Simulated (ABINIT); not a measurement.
# SnGeSe3 (Pm-3m): zone-centre phonons

Which modes does SnGeSe3 (Pm-3m) have at the zone centre?

Method: DFT LDA, scalar-relativistic, plane waves, HGH norm-conserving pseudopotentials, in ABINIT 10.8.3.

Most raw output is cut from this account.

The structure was built from a prototype and need not be the compound's stable phase.

## Step 1: The structure

Symmetry: Pm-3m, No. 221, cubic system. Conventional cell: a = 4.869 Å, b = 4.869 Å, c = 4.869 Å, α = 90.00°, β = 90.00°, γ = 90.00°. Nearest to Sn lie 12 Se at 3.44 Å. Nearest to Ge lie 6 Se at 2.43 Å. Nearest to Se lie 2 Ge at 2.43 Å. Farther neighbours and most contacts between anions are not listed.

## Step 2: A first look

A first run with smearing and empty bands tells whether the crystal has a gap, which decides between fixed occupations and smearing later on.

The input, probe.abi:

```
# ground state
tolvrs 1.0d-08
prtden 1
prtwf 1

# basis, mesh and filling
ecut 20.0
ixc 7
ngkpt 4 4 4
nshiftk 1
shiftk 0.0 0.0 0.0
istwfk *1
occopt 7
tsmear 0.005
nband 20
nstep 100
diemac 9.0
prtebands 0
prtgsr 0

# cell and atoms
acell 3*1.0 Angstrom
rprim 
    4.8694 0.0 0.0
    0.0 4.8694 0.0
    0.0 0.0 4.8694
ntypat 3
znucl 50 32 34
natom 5
typat 1 2 3 3 3
xred 
    0.0 0.0 0.0
    0.5 0.5 0.5
    0.5 0.5 0.0
    0.5 0.0 0.5
    0.0 0.5 0.5
pp_dirpath "./pseudo"
pseudos "Sn.hgh, Ge.hgh, Se.hgh"
```

Command:

```console
OMP_NUM_THREADS=1 mpirun -n 4 abinit probe.abi > probe.log
```

Run time: 7.3 s. Hardware: 4 MPI ranks of Arm Neoverse V1, shared host.

Numbers from this step:

```
volume per atom   : 23.09 Å³
pressure          : 0.04874 GPa
gap on the k-mesh : 0 eV
```

No gap opens on this mesh, so smearing is kept; the printed pressure holds the stress of the finite basis too.

## Step 3: Rough relaxation

The typed start is rough, so a first relaxation with smearing and loose thresholds takes it towards rest cheaply.

The input, prerelax.abi:

```
# relaxation
ionmov 2
optcell 2
dilatmx 1.15
chkdilatmx 0
ntime 40
tolmxf 3.0d-04
tolvrs 1.0d-10
prtwf 0
prtden 0
chksymtnons 0

# basis, mesh and filling
ecut 21.0
ecutsm 3.0
ixc 7
ngkpt 4 4 4
nshiftk 1
shiftk 0.0 0.0 0.0
istwfk *1
occopt 7
tsmear 0.005
nband 20
nstep 100
diemac 1000000.0
prtebands 0
prtgsr 0

# cell and atoms
acell 3*1.0 Angstrom
rprim 
    4.8694 0.0 0.0
    0.0 4.8694 0.0
    0.0 0.0 4.8694
ntypat 3
znucl 50 32 34
natom 5
typat 1 2 3 3 3
xred 
    0.0 0.0 0.0
    0.5 0.5 0.5
    0.5 0.5 0.0
    0.5 0.0 0.5
    0.0 0.5 0.5
pp_dirpath "./pseudo"
pseudos "Sn.hgh, Ge.hgh, Se.hgh"
```

Command:

```console
OMP_NUM_THREADS=1 mpirun -n 4 abinit prerelax.abi > prerelax.log
```

Wall time 32 s (4 MPI ranks); 2.1 min of CPU time.

The steps of the relaxation:

```tsv
step	energy less that of the first step (eV)	largest force (eV/Å)	volume (Å³)
1	0.0000	0.0000	115.46
2	-0.0029	0.0000	115.89
3	-0.0082	0.0000	117.62
```

```tsv
conventional cell, symmetrised	before	after	change
a (Å)	4.869	4.900	+0.6 %
b (Å)	4.869	4.900	+0.6 %
c (Å)	4.869	4.900	+0.6 %
volume (Å³/atom)	23.09	23.52	+1.9 %
```

Numbers from this step:

```yaml
volume_per_atom: 23.52 Å³
pressure: 0.02505 GPa
```

The volume changes by +1.9 % in this run and stands +1.9 % from the first cell.

## Step 4: Relaxing the cell and atoms

The harmonic expansion needs vanishing forces, and a free crystal bears no stress, so cell and atoms are brought to rest. Stress is more sensitive to the basis than forces are: the last 3 Ha under the cutoff are smoothed with ecutsm, and the cutoff is raised above that of the later runs.

The input, relax.abi:

```
# relaxation
ionmov 2
optcell 2
dilatmx 1.08
ntime 40
tolmxf 1.0d-05
tolvrs 1.0d-14
prtwf 0
prtden 0
chksymtnons 0

# basis, mesh and filling
ecut 26.0
ecutsm 3.0
ixc 7
ngkpt 6 6 6
nshiftk 1
shiftk 0.0 0.0 0.0
istwfk *1
occopt 3
tsmear 0.01
nband 20
nstep 100
diemac 1000000.0
prtebands 0
prtgsr 0

# cell and atoms
acell 3*1.0 Angstrom
rprim 
    4.899642545 0.0 0.0
    0.0 4.899642545 0.0
    0.0 0.0 4.899642545
ntypat 3
znucl 50 32 34
natom 5
typat 1 2 3 3 3
xred 
    0.0 0.0 0.0
    0.5 0.5 0.5
    0.5 0.5 0.0
    0.5 0.0 0.5
    0.0 0.5 0.5
pp_dirpath "./pseudo"
pseudos "Sn.hgh, Ge.hgh, Se.hgh"
```

Command:

```console
OMP_NUM_THREADS=1 mpirun -n 4 abinit relax.abi > relax.log
```

The job ended after 79 s (4 MPI ranks).

Relaxation path:

```tsv
step	energy less that of the first step (eV)	largest force (eV/Å)	volume (Å³)
1	0.0000	0.0000	117.62
2	-0.0007	0.0000	117.83
3	-0.0020	0.0000	118.75
4	-0.0020	0.0000	118.76
```

```tsv
conventional cell, symmetrised	before	after	change
a (Å)	4.900	4.915	+0.3 %
b (Å)	4.900	4.915	+0.3 %
c (Å)	4.900	4.915	+0.3 %
volume (Å³/atom)	23.52	23.75	+1.0 %
```

The relaxed structure:

```xyz
5
Lattice="4.9153 0.0000 0.0000 0.0000 4.9153 0.0000 0.0000 0.0000 4.9153" Properties=species:S:1:pos:R:3 pbc="T T T"
Sn    0.0000    0.0000    0.0000
Ge    2.4577    2.4577    2.4577
Se    2.4577    2.4577    0.0000
Se    2.4577    0.0000    2.4577
Se    0.0000    2.4577    2.4577
```

Numbers from this step:

```
volume per atom : 23.75 Å³
pressure        : 7.04e-5 GPa
```

The volume changes by +1.0 % in this run and stands +2.9 % from the first cell.

## Step 5: Self-consistent run for the response

The response is built on these wavefunctions, so the potential is converged far more tightly than an energy would need. Smearing stays on, as the first look found no gap above 0.3 eV.

The input, gs.abi:

```
# ground state
tolvrs 1.0d-16
prtden 1
prtwf 1

# basis, mesh and filling
ecut 20.0
ixc 7
ngkpt 6 6 6
nshiftk 1
shiftk 0.0 0.0 0.0
istwfk *1
occopt 3
tsmear 0.01
nband 20
nstep 100
diemac 1000000.0
prtebands 0
prtgsr 0

# cell and atoms
acell 3*1.0 Angstrom
rprim 
    4.915343447 0.0 0.0
    0.0 4.915343447 0.0
    0.0 0.0 4.915343447
ntypat 3
znucl 50 32 34
natom 5
typat 1 2 3 3 3
xred 
    0.0 0.0 0.0
    0.5 0.5 0.5
    0.5 0.5 0.0
    0.5 0.0 0.5
    0.0 0.5 0.5
pp_dirpath "./pseudo"
pseudos "Sn.hgh, Ge.hgh, Se.hgh"
```

Command:

```console
OMP_NUM_THREADS=1 mpirun -n 4 abinit gs.abi > gs.log
```

Elapsed: 16 s, on 4 MPI ranks; 62 s of CPU time.

This step gave:

- pressure: -1.088 GPa

The cell stands at -1.1 GPa: the relaxation ran with a smoothed and higher cutoff, and the difference is a stress of the finite basis.

## Step 6: Zone-centre response

At q = 0 one unit cell holds all displacements. The response is solved for single atoms along the cell's directions, and symmetry skips those that follow from others. The crystal is treated as a metal, which screens a static field, so no field response is asked.

The input, dfpt_gamma.abi:

```

# common to the responses
getwfk_filepath "gso_WFK"
kptopt 2
nqpt 1
qpt 0.0 0.0 0.0
asr 0
chneut 0

# displacements
rfphon 1
rfatpol 1 5
rfdir 1 1 1
tolvrs 1.0d-10
prtwf 0

# basis, mesh and filling
ecut 20.0
ixc 7
ngkpt 6 6 6
nshiftk 1
shiftk 0.0 0.0 0.0
istwfk *1
occopt 3
tsmear 0.01
nband 20
nstep 100
diemac 1000000.0
prtebands 0
prtgsr 0

# cell and atoms
acell 3*1.0 Angstrom
rprim 
    4.915343447 0.0 0.0
    0.0 4.915343447 0.0
    0.0 0.0 4.915343447
ntypat 3
znucl 50 32 34
natom 5
typat 1 2 3 3 3
xred 
    0.0 0.0 0.0
    0.5 0.5 0.5
    0.5 0.5 0.0
    0.5 0.0 0.5
    0.0 0.5 0.5
pp_dirpath "./pseudo"
pseudos "Sn.hgh, Ge.hgh, Se.hgh"
```

Command:

```console
OMP_NUM_THREADS=1 mpirun -n 4 abinit dfpt_gamma.abi > dfpt_gamma.log
```

It took 2.2 min on 4 MPI ranks; 8.7 min of CPU time.

This step gave:

```
largest acoustic frequency at the zone centre before the sum rule : 3.12 cm⁻¹
highest optical zone-centre mode (no LO-TO term)                  : 205.5 cm⁻¹
lowest optical zone-centre mode                                   : -110.7 cm⁻¹
```

The acoustic modes at Γ come out as far as 3.1 cm⁻¹ from zero, where they should vanish, a small numerical error. The lowest optical mode is imaginary, 111i cm⁻¹, an instability at this level and on this k mesh.

## Step 7: Zone-centre analysis

anaddb reads the merged derivatives and imposes the acoustic sum rule.

The input, anaddb.abi:

```
ddb_filepath "gamma_DDB"
output_file "anaddb.abo"
outdata_prefix "anaddb"
asr 1
chneut 1
enunit 2
eivec 1
nph1l 1
qph1l 0.0 0.0 0.0 1.0
```

The input, mrgddb.in:

```
gamma_DDB
merged
2
dfpt_gammao_DDB
gso_DDB
```

Command:

```console
mrgddb < mrgddb.in > mrgddb.log
OMP_NUM_THREADS=1 anaddb anaddb.abi > anaddb.log
```

It took 0.5 s on 1 thread.

No LO-TO term; unit eigenvectors of the mass-weighted matrix, from anaddb's displacements. The modes at Γ (shares of kinetic energy by element, %) (negative means imaginary):

```tsv
mode	frequency (cm⁻¹)	symmetry	Sn %	Ge %	Se %
1	-110.7	T1u	40	7	53
2	-110.7	T1u	40	7	53
3	-110.7	T1u	40	7	53
4	-72.2	T2u	0	0	100
5	-72.2	T2u	0	0	100
6	-72.2	T2u	0	0	100
7	-47.9	T1u	32	49	19
8	-47.9	T1u	32	49	19
9	-47.9	T1u	32	49	19
10	0.0	acoustic	28	17	55
11	0.0	acoustic	28	17	55
12	0.0	acoustic	28	17	55
13	205.5	T1u	0	27	73
14	205.5	T1u	0	27	73
15	205.5	T1u	0	27	73
```

Displacements in mode 2 (-110.7 cm⁻¹), the largest set to 1:
```
Sn1  0.00 -1.00  0.00
Ge2  0.00 -0.55  0.00
Se3  0.00  1.00  0.00
Se4  0.00  0.01  0.00
Se5  0.00  1.00  0.00
```

Displacements in mode 14 (205.5 cm⁻¹), the largest set to 1:
```
Sn1  0.00 -0.02  0.00
Ge2  0.00 -0.65  0.00
Se3  0.00 -0.18  0.00
Se4  0.00  1.00  0.00
Se5  0.00 -0.18  0.00
```

The rule moves no optical mode by more than 0.2 cm⁻¹.

## Step 8: Summary of results

```
space group after relaxation                                           : Pm-3m
volume per atom                                                        : 23.8 Å³
highest optical zone-centre mode (no LO-TO term)                       : 205.5 cm⁻¹
lowest optical zone-centre mode                                        : -110.7 cm⁻¹
imaginary optical modes at the zone centre (no q mesh in this session) : yes
```

In words: At the LDA level the optical modes of SnGeSe3 (Pm-3m) at the zone centre run from 111i to 205 cm⁻¹, so the structure is a saddle point, with 9 modes beyond 10i cm⁻¹ there. The base run prints -1.1 GPa, mostly the error of a finite basis; the relaxation, with a smoothed and higher cutoff, had brought the cell to rest. These are harmonic frequencies: anharmonic shifts and widths and the lattice's thermal expansion are left out. The Fermi-Dirac smearing of 0.01 Ha is an electronic temperature of 3158 K, which adds a pressure of its own and can shift the volume and soft modes. The HGH files keep few electrons and have no core correction, which is cheap but rough for Ge and Sn. In a metal the frequencies hang on the k mesh and the smearing, most of all near Kohn anomalies. The structure is a hypothetical one, built on a prototype.

[Host names and launcher messages were left out of these logs when they were recorded.]

[Logs are printed without paths, hosts, clocks, repeated set-up lines and the standing remarks that a program may print on its own settings, such as how far it seeks lower states.]

[Hosts, paths, dates, database ids (printed as entryN), source tags and the programs' standing remarks are cut or masked in the printed files.]
